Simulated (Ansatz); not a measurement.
# La3InB (Pm-3m): following an unstable mode, part 2 of 2

Which phase does La3InB (Pm-3m) fall into along its unstable mode, and how much energy does it gain?

Ansatz 0.2.0; DFT PBEsol, scalar-relativistic, plane waves, PAW; PAW set soft_1.

So far, highest frequency on path, mesh or solved points (cm⁻¹): step 2 (response at finite wavevector) 410. Also lowest frequency on the path (cm⁻¹): step 2 -118.

## (6) Relaxation from the frozen mode

Starting from the lowest point found, all atoms and the cell are let go, so that strain and other modes of the same symmetry can join in.

input.yaml reads:

```yaml
crystal:
  lattice:
    - [5.2472787968, 0.0, 0.0]
    - [0.0, 5.2472787968, 0.0]
    - [0.0, 0.0, 5.2472787968]
  atoms:
    - { symbol: La, position: [0.5, 0.0, 0.5] }
    - { symbol: La, position: [0.5, 0.5609839904, 0.0] }
    - { symbol: La, position: [0.0, 0.4390160096, 0.5] }
    - { symbol: In, position: [0.0, 0.0, 0.0] }
    - { symbol: B, position: [0.5, 0.5, 0.5] }
kpoints:
  mp_grid: { grid: [8, 8, 8] }
hamiltonian:
  xc: pbesol
  pseudopotentials: { kind: paw, azcp: { folder: soft_1 }, xc_functional: pbe }
scf:
  occupations: { method: methfessel_paxton, width: 0.2 }
output:
  forces: true
  stress: true
  eigenvalues: true
relax:
  adjacent_minimum: "off"
  f_tol: 0.002
  max_steps: 120
  cell: { stress_tol: 0.03 }
```

Run with:

```sh
ansatz run input.yaml --threads 4 --pin off --max-ram 10240MiB --backend cpu --events-out ev --progress --plain --runs-dir out
```

The log of the run:

```text
[...]
Crystal: 5 atoms, lattice volume = 144.478 Å³
Basis set: ecut = 420 eV, 2801 PW (Γ), exchange–correlation on 72×72×72 points (8 copies of the dense FFT grid, shifted against one another)
Bands: 30, of which v1, the nominal top of the filled ones, is band 25 counted from 1 (24 counted from 0)
Symmetry: 8 space group operations
[...]
k-points: 75 of 512 (time reversal used)
[...]
SCF iter   1: F=—  HF=-24168.520548 eV  |F-HF|=—  |Δ(HF+E_count)|=         —  Δρ=6.75e-2  dr2=2.65e1  ethr=3.10e-3  ⟨swp⟩=4.9  Hψ=10610  notcnv=0
[...]
SCF iter   9: F=-24163.323468 eV  HF=-24163.323468 eV  |F-HF|=4.81e-9  |Δ(HF+E_count)|=   4.29e-8  S|Δr|=    0.00e0  Δρ=3.35e-6  dr2=2.04e-8  ethr=2.04e-10  ⟨swp⟩=11.6  Hψ=14688  notcnv=0
SCF 1 converged in 9 iterations: F = -24163.323468 eV  dr2 = 2.04e-8
[...]
relax step   1: F+E_penalty+E_count = -24163.32346772 eV  Δ(F+E_penalty+E_count) = +0.000e0 eV  max|allowed force component| = 4.974e-2 eV/Å  Δτ_max = 0.0000 Å  P = -0.764 GPa  Ω = 144.478 Å³  (9 SCF iters, dr2 threshold 1.00e-7 eV, accepted)
Crystal: 5 atoms, lattice volume = 140.692 Å³
Basis set: ecut = 420 eV, 2777 PW (Γ), exchange–correlation on 72×72×72 points (8 copies of the dense FFT grid, shifted against one another)
[...]
iter 1 solved again at ethr=1.36e-4 eV; its pass at ethr=3.10e-3 eV (dr2=6.66e-2 eV) is discarded
[...]
SCF iter   6: F=-24163.325691 eV  HF=-24163.325691 eV  |F-HF|=2.66e-8  |Δ(HF+E_count)|=   7.08e-8  S|Δr|=    0.00e0  Δρ=6.32e-6  dr2=8.08e-8  ethr=1.02e-9  ⟨swp⟩=6.2  Hψ=9831  notcnv=0
SCF 2 converged in 6 iterations: F = -24163.325691 eV  dr2 = 8.08e-8
relax step   2: F+E_penalty+E_count = -24163.32569074 eV  Δ(F+E_penalty+E_count) = -2.223e-3 eV  max|allowed force component| = 5.805e-2 eV/Å  Δτ_max = 0.0302 Å  P = +0.647 GPa  Ω = 140.692 Å³  energy of the carried Pulay correction = +3.924e-4 eV  (6 SCF iters, dr2 threshold 5.00e-7 eV, accepted)
Crystal: 5 atoms, lattice volume = 142.389 Å³
Basis set: ecut = 420 eV, 2793 PW (Γ), exchange–correlation on 72×72×72 points (8 copies of the dense FFT grid, shifted against one another)
[...]
SCF iter   5: F=-24163.329848 eV  HF=-24163.329848 eV  |F-HF|=5.83e-8  |Δ(HF+E_count)|=   1.03e-7  S|Δr|=    0.00e0  Δρ=9.44e-6  dr2=1.88e-7  ethr=1.02e-9  ⟨swp⟩=10.0  Hψ=13950  notcnv=0
SCF 3 converged in 5 iterations: F = -24163.329848 eV  dr2 = 1.88e-7
relax step   3: F+E_penalty+E_count = -24163.32984833 eV  Δ(F+E_penalty+E_count) = -4.158e-3 eV  max|allowed force component| = 5.444e-3 eV/Å  Δτ_max = 0.0160 Å  P = -0.014 GPa  Ω = 142.389 Å³  energy of the carried Pulay correction = +2.152e-4 eV  (5 SCF iters, dr2 threshold 5.00e-7 eV, accepted)
[...]
relax step   4: F+E_penalty+E_count = -24163.32991997 eV  Δ(F+E_penalty+E_count) = -7.164e-5 eV  max|allowed force component| = 2.587e-3 eV/Å  Δτ_max = 0.0015 Å  P = -0.008 GPa  Ω = 142.360 Å³  energy of the carried Pulay correction = +2.182e-4 eV  (5 SCF iters, dr2 threshold 7.43e-9 eV, accepted)
[...]
relax step   5: F+E_penalty+E_count = -24163.32996103 eV  Δ(F+E_penalty+E_count) = -4.106e-5 eV  max|allowed force component| = 4.514e-4 eV/Å  Δτ_max = 0.0016 Å  P = +0.001 GPa  Ω = 142.321 Å³  energy of the carried Pulay correction = +2.222e-4 eV  (5 SCF iters, dr2 threshold 2.87e-9 eV, accepted)
[...]
SCF iter   1: F=—  HF=-24163.329760 eV  |F-HF|=—  |Δ(HF+E_count)|=         —  Δρ=1.02e-5  dr2=2.38e-8  ethr=2.57e-7  ⟨swp⟩=5.5  Hψ=17622  notcnv=0
eigensolver tolerance schedule: the retry pair's looser diagonalisation over-reported the residual by 5287.28 of it (diagonalisation noise at 0.78 of the residual, at the tolerance the schedule requests for it); recorded, not acted on — ethr = c·dr2/N_el stays at c = 1.0e-1
[...]
SCF iter   2: F=—  HF=-24163.329756 eV  |F-HF|=—  |Δ(HF+E_count)|=   4.07e-6  S|Δr|=    0.00e0  Δρ=5.32e-6  dr2=7.25e-9  ethr=4.87e-11  ⟨swp⟩=3.3  Hψ=4595  notcnv=0
[...]
SCF iter   5: F=-24163.329756 eV  HF=-24163.329756 eV  |F-HF|=0.00e0  |Δ(HF+E_count)|=  3.64e-12  S|Δr|=    0.00e0  Δρ=5.12e-8  dr2=8.59e-12  ethr=1.00e-12  ⟨swp⟩=6.5  Hψ=11515  notcnv=0
SCF 6 converged in 5 iterations: F = -24163.329756 eV  dr2 = 8.59e-12
relax step   6: F+E_penalty+E_count = -24163.32975638 eV  Δ(F+E_penalty+E_count) = +2.047e-4 eV  max|allowed force component| = 4.730e-4 eV/Å  Δτ_max = 0.0000 Å  P = -0.000 GPa  Ω = 142.321 Å³  stress off target by 2.33e-3 GPa  SCF on the basis re-selected at this cell (its energy is not comparable with the rows above)  (5 SCF iters)
basis re-selected at this cell: Δ(F+E_penalty+E_count) = +2.047e-4 eV, ΔP = -0.002 GPa vs the last step (what re-selecting the basis moved, of the pressure what is left beyond the Pulay correction that the steps carried, after the strain that the cell walked since its last selection, with what the two solves' SCF thresholds leave and, on support functions, any second-order correction that the steps lacked; it is no m [...]
SCF converged after 5 iterations
[...]
Free energy (F): -24163.329756 eV
[...]
Internal energy: -24163.328530 eV  (E = F + TS)
E sigma→0 (E₀):  -24163.329450 eV
Entropy (-TS):   -0.001227 eV (-0.245 meV/atom)
Fermi energy:    10.349022 eV
[...]
--- Forces (eV/Å), atoms counted from 1 ---
  atom   1  La    -0.00000000    -0.00000000     0.00000000
  atom   2  La    -0.00000000    -0.00047303     0.00000000
  atom   3  La    -0.00000000     0.00047303     0.00000000
  atom   4  In     0.00000000     0.00000000     0.00000000
  atom   5  B      0.00000000    -0.00000000     0.00000000
  max |Σ_I F_I| component: 1.18e-16 eV/Å
--- Stress (GPa, compression-positive) ---
       -0.001599      -0.000000      -0.000000
       -0.000000       0.002331       0.000000
       -0.000000       0.000000      -0.001599
  P = ⅓ Tr σ = -0.0003 GPa (-0.003 kbar)
--- Band table (eV; the first three rows and the last of 75) ---
  k-point 0: bands = [... 21 lower, 9.8644, 10.0170, 10.0882, 11.2481, 11.2955, 11.2955, 11.4300, 11.4300, ... 1 higher]
  k-point 1: bands = [... 21 lower, 9.8285, 10.1452, 10.2003, 10.9622, 11.1509, 11.3261, 11.3287, 11.3825, ... 1 higher]
  k-point 2: bands = [... 21 lower, 9.7677, 10.0374, 10.1595, 10.6773, 11.0841, 11.2447, 11.4293, 11.5577, ... 1 higher]
  k-point 74: bands = [... 21 lower, 7.9784, 10.7661, 10.7661, 10.8280, 11.7094, 11.8489, 11.8489, 11.8834, ... 1 higher]
--- Relaxed structure (5 steps of the walk, 5 accepted, 1 SCFs on fresh bases) ---
  F+E_penalty+E_count = -24163.32975638 eV   max|allowed force component| = 4.730e-4 eV/Å   (the final SCF, on the basis selected at the relaxed cell)
  cell:  # Å, volume = 142.3213 Å³
    - [5.209515, 0, 0.0]
    - [0, 5.244154, 0.0]
    - [0.0, 0.0, 5.209515]
  atoms:
    - { symbol: La, position: [0.500000, 0, 0.500000] }
    - { symbol: La, position: [0.500000, 0.558857, 0.0] }
    - { symbol: La, position: [0, 0.441143, 0.500000] }
    - { symbol: In, position: [0, 0, 0.0] }
    - { symbol: B, position: [0.500000, 0.5, 0.500000] }
```

Elapsed: 35 s, on 4 threads of AMD EPYC 9B14 (Zen 4), shared host; peak memory 0.7 GiB; 2.3 min of CPU time.

Step by step:

| step | energy less that of the first step (eV) | largest force component (eV/Å) | pressure (GPa) | volume (Å³) |
| --- | --- | --- | --- | --- |
| 1 | 0.0000 | 0.0497 | -0.76 | 144.48 |
| 2 | -0.0022 | 0.0580 | 0.65 | 140.69 |
| 3 | -0.0064 | 0.0054 | -0.01 | 142.39 |
| 4 | -0.0065 | 0.0026 | -0.01 | 142.36 |
| 5 | -0.0065 | 0.0005 | 0.00 | 142.32 |
| 6* | -0.0063 | 0.0005 | 0.00 | 142.32 |

Relaxation steps marked * repeat the geometry before them on a plane-wave basis chosen anew for their cell, so energy and pressure can jump there.

Forces are held to the 8 operations that the program found; a distortion that breaks them can't arise in this run.

| conventional cell, symmetrised | before | after | change |
| --- | --- | --- | --- |
| a (Å) | 5.247 | 5.210 | -0.7 % |
| b (Å) | 5.247 | 5.210 | -0.7 % |
| c (Å) | 5.247 | 5.244 | -0.1 % |
| volume (Å³/atom) | 28.90 | 28.46 | -1.5 % |

The atoms that moved most (Å, as changes of fractional coordinates times the final cell):

| atom | dx | dy | dz | length |
| --- | --- | --- | --- | --- |
| La2 | 0.000 | -0.011 | 0.000 | 0.011 |
| La3 | 0.000 | 0.011 | 0.000 | 0.011 |

The relaxed structure:

```xyz
5
Lattice="5.2095 0.0000 0.0000 0.0000 5.2442 0.0000 0.0000 0.0000 5.2095" Properties=species:S:1:pos:R:3 pbc="T T T"
La    2.6048    0.0000    2.6048
La    2.6048    2.9307    0.0000
La    0.0000    2.3134    2.6048
In    0.0000    0.0000    0.0000
B     2.6048    2.6221    2.6048
```

Read from the output:

* pressure: -2.89e-4 GPa
* volume per atom: 28.46 Å³

The distorted start has space group P-4m2; the relaxation ends in P-4m2.

## (7) The new phase in its own primitive cell

The relaxed structure is symmetrised, reduced to its primitive cell and relaxed tightly, as its phonons need.

input.yaml, the sections that differ from step 6:

```yaml
crystal:
  lattice:
    - [5.2095150191, 0.0, 0.0]
    - [0.0, 5.2095150191, 0.0]
    - [0.0, 0.0, 5.2441540145]
  atoms:
    - { symbol: La, position: [0.5, 0.5, 0.0] }
    - { symbol: La, position: [0.0, 0.5, 0.4411434755] }
    - { symbol: La, position: [0.5, 0.0, 0.5588565245] }
    - { symbol: In, position: [0.0, 0.0, 0.0] }
    - { symbol: B, position: [0.5, 0.5, 0.5] }
relax:
  adjacent_minimum: "off"
  f_tol: 0.001
  max_steps: 60
  cell: { stress_tol: 0.01 }
# kpoints, hamiltonian, scf, output: as in step 6
```

The log of the run:

```text
[...]
Crystal: 5 atoms, lattice volume = 142.321 Å³
Basis set: ecut = 420 eV, 2793 PW (Γ), exchange–correlation on 72×72×72 points (8 copies of the dense FFT grid, shifted against one another)
Bands: 30, of which v1, the nominal top of the filled ones, is band 25 counted from 1 (24 counted from 0)
Symmetry: 8 space group operations
[...]
k-points: 75 of 512 (time reversal used)
[...]
--- Relaxed structure (1 steps of the walk, 1 accepted, 1 SCFs on fresh bases) ---
[...]
cell:  # Å, volume = 142.3213 Å³
    - [5.2095150191, 0.0, 0.0]
    - [0.0, 5.2095150191, 0.0]
    - [0.0, 0.0, 5.2441540145]
  atoms:
    - { symbol: La, position: [0.5, 0.5, 0.0] }
    - { symbol: La, position: [0.0, 0.5, 0.4411434755] }
    - { symbol: La, position: [0.5, 0.0, 0.5588565245] }
    - { symbol: In, position: [0.0, 0.0, 0.0] }
    - { symbol: B, position: [0.5, 0.5, 0.500000] }
[key lines of the parts left out:]
SCF converged after 6 iterations
Free energy (F): -24163.329756 eV
Fermi energy:    10.349022 eV
P = ⅓ Tr σ = -0.0003 GPa (-0.003 kbar)
```

Run time: 13 s. Hardware: 4 threads; peak memory 0.69 GiB; 51 s of CPU time.

Little changed from the start: no atom moved by 0.005 Å and no cell edge by 0.1 %.

This step gave:

| Item | Value |
| --- | --- |
| pressure | -2.90e-4 GPa |

The largest force component left is 0.47 meV/Å and the pressure is 0.000 GPa, within the tolerances set. The cell now holds 28.46 Å³/atom.

## (8) Modes of the new phase

A relaxed structure may still be a saddle point, so its zone-centre modes are computed. No field response is asked, since the mesh shows no gap.

input.yaml: that of step 7 with these lines changed.

```diff
@@ -19,9 +19,4 @@
 output:
-  forces: true
-  stress: true
   eigenvalues: true
-relax:
-  adjacent_minimum: "off"
-  f_tol: 0.001
-  max_steps: 60
-  cell: { stress_tol: 0.01 }
+phonons:
+  method: dfpt
```

The log of the run:

```text
zone centre: on kpoints.mp_grid the ground state, and the responses unless they are solved on pairs of k-points, stand on 125 of the mesh's 512 k-points, reduced under 4 symmetry operations, with k and −k counted as one. Each operation leaves every solved displacement unchanged or reverses it
[...]
Crystal: 5 atoms, lattice volume = 142.321 Å³
Basis set: ecut = 420 eV, 2793 PW (Γ), exchange–correlation on 72×72×72 points (8 copies of the dense FFT grid, shifted against one another)
Bands: 30, of which v1, the nominal top of the filled ones, is band 25 counted from 1 (24 counted from 0)
Symmetry: 8 space group operations
k-points: 125 of 512 (irreducible under 4 space group operations, time reversal used)
[...]
SCF iter   1: F=—  HF=-24168.628232 eV  |F-HF|=—  |Δ(HF+E_count)|=         —  Δρ=6.89e-2  dr2=2.69e1  ethr=3.10e-3  ⟨swp⟩=4.9  Hψ=17634  notcnv=0
[...]
SCF iter  12: F=-24163.329756 eV  HF=-24163.329756 eV  |F-HF|=7.28e-12  |Δ(HF+E_count)|=  7.28e-12  S|Δr|=    0.00e0  Δρ=6.50e-8  dr2=6.66e-12  ethr=1.00e-12  ⟨swp⟩=19.1  Hψ=30635  notcnv=0
SCF 1 converged in 12 iterations: F = -24163.329756 eV  dr2 = 6.66e-12
[...]
DFPT response loops at Γ: preconditioner auto → Kerker (q_TF=auto, 2.284 Å⁻¹) (partly filled bands, converged f_vac=0.000); β = 1.00, the filter's whole step (`scf.mixing.beta` (0.50) is not read by the response loops under this deck's `scf.mixing.preconditioner`; to damp them name `kerker` or `kerker_dos`, under which they read `scf.mixing.beta`, and type it under 1.00, their step now; both keys bind the ground state too); Broyden in place of MSR1
SCF converged after 12 iterations
[...]
Free energy (F): -24163.329756 eV
[...]
Internal energy: -24163.328530 eV  (E = F + TS)
E sigma→0 (E₀):  -24163.329450 eV
Entropy (-TS):   -0.001227 eV (-0.245 meV/atom)
Fermi energy:    10.349022 eV
[...]
--- Band table (eV; the first three rows and the last of 125) ---
  k-point 0: bands = [... 21 lower, 9.8644, 10.0170, 10.0882, 11.2481, 11.2955, 11.2955, 11.4300, 11.4300, ... 6 higher]
  k-point 1: bands = [... 21 lower, 9.8943, 10.0186, 10.0561, 10.9365, 11.1420, 11.1420, 11.4065, 11.5141, ... 6 higher]
  k-point 2: bands = [... 21 lower, 9.9596, 9.9596, 10.1618, 10.5924, 10.8945, 10.8945, 11.4546, 11.6801, ... 6 higher]
  k-point 124: bands = [... 21 lower, 7.9784, 10.7661, 10.7661, 10.8280, 11.7094, 11.8489, 11.8489, 11.8834, ... 6 higher]
--- Phonons (Γ-DFPT): 9 representative perturbations + reference, on 125 of 512 k-points (Σ response iterations 29) ---
  k mesh reduced under 4 symmetry operations, with k and −k counted as one. Each operation leaves every solved displacement unchanged or reverses it
  ASR residual: 4.616e-5 → 0.000e0 eV/Å²; symmetrization residual: 6.462e-6 eV/Å²
  ASR residual per site (eV/Å²): 1.91e-5 3.46e-5 3.46e-5 3.01e-5 4.62e-5
[...]
non-analytic LO–TO correction: not included (Born effective charges unavailable; polar crystals: no LO–TO splitting at Γ)
```

Wall time 2.1 min (4 threads); peak memory 2.6 GiB; 7.8 min of CPU time.

This step gave:

* sum-rule residual before enforcement: 4.62e-5 eV/Å²
* point group: -42m
* highest optical mode at the zone centre (no LO-TO term): 379.6 cm⁻¹
* lowest optical zone-centre mode: 37.36 cm⁻¹

Patterns of degenerate modes are one choice out of their space. The modes at Γ (shares of kinetic energy by element, %):

| mode | frequency (cm⁻¹) | symmetry | La % | In % | B % |
| --- | --- | --- | --- | --- | --- |
| 1 | 0.0 | acoustic | 77 | 21 | 2 |
| 2 | 0.0 | acoustic | 77 | 21 | 2 |
| 3 | 0.0 | acoustic | 77 | 21 | 2 |
| 4 | 37.4 | E | 96 | 3 | 0 |
| 5 | 37.4 | E | 96 | 3 | 0 |
| 6 | 65.4 | A1 | 100 | 0 | 0 |
| 7 | 76.3 | E | 29 | 68 | 3 |
| 8 | 76.3 | E | 29 | 68 | 3 |
| 9 | 76.6 | B2 | 21 | 79 | 0 |
| 10 | 103.5 | B2 | 97 | 0 | 3 |
| 11 | 104.3 | E | 87 | 7 | 6 |
| 12 | 104.3 | E | 87 | 7 | 6 |
| 13 | 282.9 | E | 11 | 0 | 89 |
| 14 | 282.9 | E | 11 | 0 | 89 |
| 15 | 379.6 | B2 | 5 | 0 | 95 |

Displacements in mode 5 (37.4 cm⁻¹), the largest set to 1:
```
La1  1.00  0.99  0.00
La2  0.05 -0.84  0.00
La3 -0.85  0.05  0.00
In4 -0.27 -0.27  0.00
B5   0.26  0.26  0.00
```

Displacements in mode 13 (282.9 cm⁻¹), the largest set to 1:
```
La1  0.00  0.00  0.00
La2 -0.10  0.00  0.00
La3  0.02  0.00  0.00
In4  0.01  0.00  0.00
B5   1.00  0.00  0.00
```

Before it was imposed, the acoustic sum rule was missed by 4.6e-5 eV/Å². Small misses are needed for a sound result but don't prove that mesh and cutoff are converged. The lowest optical mode is real, 37.4 cm⁻¹.

## (9) Summary of results

```yaml
unstable_mode_of_the_parent: q = (0, 0, 0), 60i cm⁻¹
depth_at_the_lowest_point_sampled: 12.9 meV/atom
largest_atomic_shift_at_that_point: 0.32 Å
space_group_reached: P-4m2
energy_gained_over_the_parent_first_relaxation_on_the_mesh_of_the_frozen_mode: 14.1 meV/atom
volume_per_atom_phase_reached: 28.5 Å³
lowest_optical_zone_centre_mode_phase_reached: 37.4 cm⁻¹
highest_optical_mode_at_the_zone_centre_no_lo_to_term_phase_reached: 380 cm⁻¹
```

In words: Along this mode the structure falls into P-4m2, 14.1 meV/atom below the parent. At the parent's cell the well is 12.91 meV/atom deep on the steps tried, with its lowest point at a shift of 0.32 Å. Relaxing atoms and cell changes the gain by +1.16 meV/atom against the lowest step (energies at zero smearing). The new phase has no imaginary mode at the zone centre of its cell; other wavevectors were not checked. Of the 6 patterns followed from this parent, this one reaches the lowest energy. Each path keeps the symmetry of its pattern, so a lower phase may lie along a pattern not tried. With no gap, or one that is small against the smearing, the frequencies hang on the k mesh and the smearing, most of all near Kohn anomalies. The phonon runs are without spin polarisation, although the cell has an odd electron count. Spin-orbit coupling is left out, which can matter for the heavy elements here. The PAW files were made for PBE and serve the other functionals too.

[Long decimals in the printed logs are rounded to 6 places.]

[Logs are printed without paths, hosts, clocks, repeated set-up lines and the standing remarks that a program may print on its own settings, such as how far it seeks lower states.]

[Hosts, paths, dates, database ids (printed as entryN), source tags and the programs' standing remarks are cut or masked in the printed files.]

[Where the starting crystal was built by hand or by swapping elements, it need not be the compound's stable phase.]
